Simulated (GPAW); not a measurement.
BaTiO3 (P4mm), O K edge of atom 3, with 2 Ti at 2.00 Å (linear, site symmetry 2mm). Method: GPAW, LDA, full core hole (charged cell), 10-atom cell with 5.7 Å between holes, 6×6×6 k points, dipole transitions, Gaussian full width 0.9 eV up to 4 eV, rising linearly to 3.5 eV at 25 eV.

```xyz
5
Lattice="3.9998 0.0000 0.0000 0.0000 3.9998 0.0000 0.0000 0.0000 4.0180" Properties=species:S:1:pos:R:3 pbc="T T T"
Ba    0.0000    0.0000    0.0000
Ti    1.9999    1.9999    1.9688
O     0.0000    1.9999    2.0773
O     1.9999    0.0000    2.0773
O     1.9999    1.9999    0.0763
```

Energy from the lowest empty level; a common scale on which the isotropic spectrum has a mean of 1 over the first 20 eV.

| E (eV) | curve 1 | curve 2 |
| --- | --- | --- |
| -2.0 | 0.00 | 0.00 |
| -1.4 | 0.00 | 0.00 |
| -0.8 | 0.00 | 0.00 |
| -0.2 | 0.04 | 0.02 |
| 0.4 | 0.27 | 0.30 |
| 1.0 | 0.82 | 1.31 |
| 1.6 | 0.92 | 1.72 |
| 2.2 | 0.61 | 0.74 |
| 2.8 | 1.03 | 0.18 |
| 3.4 | 1.17 | 0.13 |
| 4.0 | 1.16 | 0.25 |
| 4.6 | 1.66 | 0.58 |
| 5.2 | 1.78 | 1.16 |
| 5.8 | 1.37 | 1.60 |
| 6.4 | 1.32 | 1.85 |
| 7.0 | 1.30 | 1.86 |
| 7.6 | 0.91 | 1.33 |
| 8.2 | 0.48 | 0.68 |
| 8.8 | 0.26 | 0.39 |
| 9.4 | 0.28 | 0.41 |
| 10.0 | 0.46 | 0.58 |
| 10.6 | 0.82 | 0.79 |
| 11.2 | 1.30 | 0.97 |
| 11.8 | 1.74 | 1.07 |
| 12.4 | 1.93 | 1.13 |
| 13.0 | 1.79 | 1.15 |
| 13.6 | 1.52 | 1.18 |
| 14.2 | 1.33 | 1.22 |
| 14.8 | 1.25 | 1.23 |
| 15.4 | 1.17 | 1.18 |
| 16.0 | 1.03 | 1.10 |
| 16.6 | 0.88 | 1.01 |
| 17.2 | 0.78 | 0.97 |
| 17.8 | 0.74 | 0.96 |
| 18.4 | 0.69 | 0.93 |
| 19.0 | 0.62 | 0.85 |
| 19.6 | 0.53 | 0.73 |
| 20.2 | 0.45 | 0.61 |
| 20.8 | 0.40 | 0.52 |
| 21.4 | 0.38 | 0.48 |
| 22.0 | 0.40 | 0.47 |
| 22.6 | 0.42 | 0.48 |
| 23.2 | 0.44 | 0.49 |
| 23.8 | 0.46 | 0.49 |
| 24.4 | 0.48 | 0.49 |
| 25.0 | 0.51 | 0.51 |
| 25.6 | 0.55 | 0.54 |
| 26.2 | 0.59 | 0.59 |
| 26.8 | 0.63 | 0.67 |
| 27.4 | 0.68 | 0.76 |
| 28.0 | 0.72 | 0.86 |
| 28.6 | 0.77 | 0.96 |
| 29.2 | 0.82 | 1.05 |
| 29.8 | 0.87 | 1.12 |
| 30.4 | 0.92 | 1.17 |
| 31.0 | 0.97 | 1.19 |
| 31.6 | 1.04 | 1.17 |

The database entry behind the starting cell differs from later determinations by our own check (c/a about 0.6 % short), so it need not match the best structure at ambient conditions.

The curves are for the electric vector along different Cartesian axes of the cell as given, averaged over the symmetry-equivalent atoms. Which is which?

Curve 1: along x (⊥ c) (the other in-plane axis gives the same curve within 3 %), main maxima 1.4 eV (1.00), 5.0 eV (1.82), 6.7 eV (1.35) and 12.4 eV (1.93). Curve 2: along z (c), main maxima 1.4 eV (1.81), 6.7 eV (1.91) and 14.6 eV (1.23). A K edge sees empty p states; the first features are O p mixed into the empty d states of the Ti neighbours, and the broad ones above probably into the cations' higher empty bands. Each direction probes the empty orbitals that point along it. The crystal has 2 inequivalent O sites and not all are shown here, while a measurement adds them all. The holes are only 5.7 Å apart, so the shape is probably not converged with cell size; no larger cell was run here.

[Banner, clock and machine lines of the logs are left out without a mark of their own.]

[Logs are printed without paths, hosts, clocks, repeated set-up lines and the standing remarks that a program may print on its own settings, such as how far it seeks lower states.]

[Hosts, paths, dates, database ids (printed as entryN), source tags and the programs' standing remarks are cut or masked in the printed files.]

[Lists of maxima count a maximum above −3 eV only where it reaches 4 % of the highest in the window and stands out from its surroundings by 2 % of it (1.5 % where it reaches 55 %); shoulders and weaker maxima are passed over, and of the rest the first, up to two pre-edge ones and the few strongest are named.]
